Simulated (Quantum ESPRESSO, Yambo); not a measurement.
# BiOBr (P4/nmm): Bethe-Salpeter spectra with Yambo, part 3 of 3

Aim: the absorption spectrum of BiOBr (P4/nmm) with electron-hole interaction, and what each part of the kernel does.

Quantum ESPRESSO 7.5 and Yambo 5.3.0; PBEsol and many-body steps on it, plane waves. Known limits of the many-body steps: not at the basis limit; coarse k mesh; bindings not settled in the k mesh.

So far. Step 9 (Finite momentum (q 3)): The lowest state lies at 3.509 eV.

The database entry behind the starting cell differs from later determinations by our own check (0.1 to 0.3 % short, probably kX units), so it need not match the best structure at ambient conditions.

**12. Empty states on the mesh, 6×6×4 mesh, 134 bands**

This step: Quantum ESPRESSO 7.5; DFT, PBEsol with spin-orbit coupling, plane waves, norm-conserving pseudopotentials.

The input, pw.in:

```
&control
  calculation = 'nscf'
  prefix = 'x'
  outdir = 'o'
  pseudo_dir = 'pseudo'
/
&system
  ibrav = 0
  nat = 6
  ntyp = 3
  ecutwfc = 76.0
  nbnd = 134
  force_symmorphic = .true.
  noncolin = .true.
  lspinorb = .true.
/
&electrons
  conv_thr = 1e-9
  electron_maxstep = 80
  diago_full_acc = .true.
  diago_thr_init = 5e-6
/
ATOMIC_SPECIES
  Bi 208.98 Bi.upf
  Br 79.904 Br.upf
  O 15.999 O.upf
CELL_PARAMETERS angstrom
  3.9160000000 0.0000000000 0.0000000000
  0.0000000000 3.9160000000 0.0000000000
  0.0000000000 0.0000000000 8.0770000000
ATOMIC_POSITIONS crystal
  Bi 0.0000000000 0.5000000000 0.1540000000
  Bi 0.5000000000 0.0000000000 0.8460000000
  Br 0.0000000000 0.5000000000 0.6530000000
  Br 0.5000000000 0.0000000000 0.3470000000
  O 0.0000000000 0.0000000000 0.0000000000
  O 0.5000000000 0.5000000000 0.0000000000
K_POINTS automatic
  6 6 4 0 0 0
```

Started as:

```sh
$ OMP_NUM_THREADS=1 mpirun -n 16 pw.x -nk 4 -in pw.in > pw.out
```

The log of the run:

```text
[banner, memory and clock lines left out]
Program PWSCF v.7.5 starts

     Atomic positions and unit cell read from directory:
     o/x.save/

     Message from routine setup:
     using ibrav=0 with symmetry is DISCOURAGED, use correct ibrav instead

     bravais-lattice index     =            0
     lattice parameter (alat)  =       7.4002  a.u.
     unit-cell volume          =     835.8571 (a.u.)^3
     number of atoms/cell      =            6
     number of atomic types    =            3
     number of electrons       =        92.00
[...]
24.0510  24.0510  24.1533  24.1533  24.2849  24.2849

          k = 0.0000 0.0000-0.2424 (  9314 PWs)   bands (ev):

  -142.2673-142.2673-142.2672-142.2672 -98.8781 -98.8781 -98.8780 -98.8780
[...]
7.3022   7.3022   7.5935   7.5935   7.6576   7.6576   7.8411   7.8411
     [... 5 further rows ...]
    22.4826  22.4826  22.5184  22.5184  23.5462  23.5462  23.9425  23.9426
    24.0165  24.0165  24.2220  24.2220  24.2270  24.2270

          k = 0.0000 0.1667 0.0000 (  9367 PWs)   bands (ev):

     [... further k-points ...]

     highest occupied, lowest unoccupied level (ev):     9.6360   11.4709

     XML data file, pseudopotentials, collected wavefunctions
```

It took 73 s on 16 MPI ranks of Arm Neoverse V2, shared host; peak memory 1.8 GiB; 16 min of CPU time.

Numbers from this step:

- gap: 1.835 eV
- k of the valence top: 0, 0.3333, -0.5
- k of the conduction bottom: 0, 0, -0.5
- least direct gap: 1.909 eV
- k points computed: 30
- lowest point of the top converged band, above the valence top: 14.59 eV

On this mesh the gap is 1.835 eV.

**13. Conversion and set-up**

This step: Yambo 5.3.0; conversion and set-up on PBEsol with spin-orbit coupling, plane waves, norm-conserving pseudopotentials.

Started as:

```sh
$ (cd o/x.save; p2y > p2y.log; mv SAVE ../..); yambo > setup.log
```

The log of the run:

```text
 Yambo, version 5.3.0

 [02] CORE Variables Setup
 =========================

  [02.01] Unit cells
  ==================

  Cell kind             :  Unknown
  Atoms in the cell     :  Bi  Br  O
  number of Bi atoms    :  2
  number of Br atoms    :  2
  number of O  atoms    :  2

  List of atomic masses
  Mass of Bi    :  208.9800
  Mass of Br    :  79.90400
  Mass of O     :  15.99900

  List of atomic coordinates    : [cc]
  Bi1       :  0.000000  3.700084  2.350551  order 1
  Bi2       :   3.70008   0.00000  12.91277  order 2
[...]
K/Q-points units:
 rlu = crystal or reduced units; cc = cartesian coordinates; iku = interal k-units

 Q [ 1]         [rlu]:  0.000000  0.000000  0.000000
 Q [ 2]         [rlu]:  0.000000  0.000000  0.250000
 Q [ 3]         [rlu]:  0.000000  0.000000 -0.500000
[...]
Q [ 8]         [rlu]:  0.000000  0.333333  0.250000
 Q [ 9]         [rlu]:  0.000000  0.333333 -0.500000
 Q [10]         [rlu]:  0.000000 -0.500000  0.000000
     [... 18 further rows ...]
 Q [29]         [rlu]: -0.500000 -0.500000  0.250000
 Q [30]         [rlu]: -0.500000 -0.500000 -0.500000

  [03.01] X indexes
  =================

   [03.01.01] Sigma indexes
   ========================

 [06] Game Over & Game summary
```

It took 7.5 s on 1 MPI rank; peak memory 0.27 GiB.

**14. k mesh (6×6×4)**

This step: Bethe-Salpeter equation on PBEsol with a scissors shift with spin-orbit coupling, plane waves, norm-conserving pseudopotentials.

The input, bse11.in:

```
optics
bss
bse
em1s
dipoles
rim_cut
RandQpts= 1000000
RandGvec= 1 RL
Chimod= "HARTREE"
BSKmod= "SEX"
BSEmod= "resonant"
BSSmod= "d"
BSENGexx= 30 Ry
BSENGBlk= 4 Ry
% BSEQptR
 1 | 1 |
%
% BSEBands
 81 | 96 |
%
% BEnRange
 0 | 7 | eV
%
% BDmRange
 0.1 | 0.1 | eV
%
BEnSteps= 141
% BLongDir
 1 | 0 | 0 |
%
% BndsRnXs
 1 | 134 |
%
NGsBlkXs= 4 Ry
% LongDrXs
 1 | 1 | 1 |
%
% KfnQP_E
 1.831 | 1.0 | 1.0 |
%
WRbsWF
```

Started as:

```sh
$ OMP_NUM_THREADS=4 mpirun -n 4 yambo -F bse11.in -J bse11 -C bse11 > bse11.log
```

The log of the run:

```text
 Yambo, version 5.3.0

 [02] CORE Variables Setup
 =========================

  [... cell, symmetries and grids as in the set-up ...]

  [02.05] Energies & Occupations
  ==============================

  [X] === General ===
  [X] Electronic Temperature                        :  0.000000  0.000000 [eV K]
  [X] Bosonic    Temperature                        :  0.000000  0.000000 [eV K]
  [X] Finite Temperature mode                       : no
  [X] El. density                                   :  0.74277E+24 [cm-3]
[...]
[08.01.04] Independent Particles properties @q1
   ===============================================

   ==========================================================

   [BSE] Exchange components :  2355
   [BSE] Correlation components :   125   483

    [08.01.05.01] Screened interaction header I/O
    =============================================

    [08.01.05.02] Main kernel loop
    ==============================

    [08.01.05.03] Wave-Function Phases
    ==================================

    [BSE] WF phases found       :  46.35417 [o/o]

   [08.01.06] BSE solver(s) @q1
   ============================

   [08.01.07] Diago Solver @q1
   ===========================

 [11] Game Over & Game summary
```

Run time: 38 min. Hardware: 4 MPI ranks; peak memory 8.8 GiB; 4.8 h of CPU time.

This step gave:

```yaml
transitions_in_the_window: 6912
direct_gap_of_the_transition_levels: 3.740 eV
lowest_state: 3.541 eV
first_strong_exciton_over_a_fiftieth_of_the_strongest_listed: 3.619 eV
binding_of_the_lowest_state_below_the_direct_gap: 0.1991 eV
coulomb_term_of_one_mesh_cell: 0.2165 eV
```

The binding is 0.92 times the screened Coulomb term of one mesh cell (0.22 eV), so it is not shown settled.

The lowest state lies at 3.541 eV, 0.199 eV under the direct gap.

The window of bands is narrower than in the first exciton run, so this row is not like for like with it.

**15. The runs together**

Times are wall times on 4 MPI ranks of Arm Neoverse V2, shared host, good to a factor of about two.

```csv
run,mesh,transitions,broadening (eV),direct gap (eV),lowest state (eV),binding (eV),mesh cell's term (eV),tallest peak (eV),height,time
excitons,4×4×2,4608,0.1,3.740,3.435,0.305,0.343,4.25,17.6,9.1 min
field along z,4×4×2,4608,0.1,3.740,-,-,-,6.45,7.20,55 s
beyond Tamm-Dancoff,4×4×2,2048,0.1,3.740,3.438,0.302,0.343,4.25,15.2,3.3 min
finite momentum (q 2),4×4×2,2048,0.1,-,3.601,-,-,-,-,58 s
finite momentum (q 3),4×4×2,2048,0.1,-,3.509,-,-,5.35,7.35,56 s
RPA with local fields (no direct term),4×4×2,4608,0.1,3.740,-,-,-,5.80,13.1,14 s
k mesh (6×6×4),6×6×4,6912,0.1,3.740,3.541,0.199,0.217,4.45,18.5,38 min
```

**16. Summary of results**

```
excitons                               : lowest state 3.435 eV (not settled in the k mesh)
field along z                          : tallest peak 6.5 eV
beyond Tamm-Dancoff                    : lowest state 3.438 eV (not settled in the k mesh)
finite momentum (q 2)                  : lowest state 3.601 eV (not settled in the k mesh)
finite momentum (q 3)                  : lowest state 3.509 eV (not settled in the k mesh)
RPA with local fields (no direct term) : tallest peak 5.8 eV
k mesh (6×6×4)                         : lowest state 3.541 eV (not settled in the k mesh)
```

On the 4×4×2 mesh the lowest exciton lies at 3.435 eV, 0.305 eV below the direct gap; one cell of the mesh carries a screened Coulomb term of 0.34 eV by a cubic estimate, rough for this lattice, so this binding is not shown settled. That state is dark or weak; the first strong one lies at 3.513 eV. Bindings below are those of the lowest state. Field along z, against «excitons (4×4×2)»: the tallest peak goes from 4.25 eV to 6.45 eV (keys changed: BSSmod, BSHayTrs and BLongDir). Beyond Tamm-Dancoff, against «excitons (4×4×2)»: the lowest state stays within 0.01 eV (keys changed: BSEBands, BSEmod, BEnRange, BEnSteps and the band window). Finite momentum (q 2), against «excitons (4×4×2)»: the lowest state moves by +0.166 eV (keys changed: BSEBands, BSEQptR, BEnRange, BEnSteps and the band window). Finite momentum (q 3), against «excitons (4×4×2)»: the lowest state moves by +0.074 eV (keys changed: BSEBands, BSEQptR, BEnRange, BEnSteps and the band window). RPA with local fields (no direct term), against «excitons (4×4×2)»: the tallest peak goes from 4.25 eV to 5.80 eV (keys changed: BSKmod, BSSmod and BSHayTrs). k mesh (6×6×4), against «excitons (4×4×2)»: the lowest state moves by +0.105 eV (keys changed: BndsRnXs, NGsBlkXs, BSEBands, BSENGBlk, BEnRange, BEnSteps, the mesh and the band window). A rigid shift treats all transitions alike. In the G0W0 table the openings from the upper filled bands to the empty bands at the same k run from +1.70 to +1.98 eV (median +1.82), where the shift is +1.83 eV, so peaks stand off by such differences. Lines within a few meV of each other can be one level split by numerical noise, or distinct levels. Screening is static and electronic alone, and only transitions inside the band window count. The 4×4×2 mesh is coarse for this cell, which bears on the long-range parts of exchange and screening.

[Paths, hosts, dates, memory and timing lines, banners, echoed tables and standing remarks are left out of the program output.]

[Logs are printed without paths, hosts, clocks, repeated set-up lines and the standing remarks that a program may print on its own settings, such as how far it seeks lower states.]

[Runs of the session that timed out or met a known fault of the program may be left out.]

[Hosts, paths, dates, database ids (printed as entryN), source tags and the programs' standing remarks are cut or masked in the printed files.]
